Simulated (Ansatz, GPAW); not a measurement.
# Polarising OH/Ti(0001) with a field along the normal

The dipole of the cell at several fields, atoms fixed. What does the strongest field give, and what length does the slope stand for?

How it was computed: GPAW 26.7.0, plane waves (500 eV), PAW setups, PBE, 6×6 mesh, a dipole layer in the vacuum; geometry relaxed without an applied field with Ansatz 0.2.0. The cell's area is 30.15 Å², and e/ε0 = 180.95 V Å.

What came out, but for one run:

```
field (V/Å)  dipole (e Å)
       −0.2       −0.0568
       −0.1        0.1552
      −0.05        0.2592
       0.05        0.4652
        0.1        0.5672
        0.2        0.7700
        0.3             ?
```

To predict: What is the dipole at 0.3 V/Å?

Worked answer. A line through the 6 points has the slope α = 2.065 e Å per V/Å and the intercept p₀ = 0.3600 e Å (r.m.s. residual 0.00247). At 0.3 V/Å it gives p = 0.3600 + 2.065 × 0.3 = 0.9796 e Å; the run gives 0.9714 e Å, so the response stays linear to 1.3 % of the induced part. Dividing by ε0 and the area: α/(ε0 A) = 2.065 × 180.95 / 30.15 = 12.40 Å, against 9.20 Å between the outer nuclei.

Caveats: This is the electronic response alone; ions that move would add to it in polar layers. No run was spin-polarised, so magnetic states weren't tested.

[Logs are printed without paths, hosts, clocks, repeated set-up lines and the standing remarks that a program may print on its own settings, such as how far it seeks lower states.]
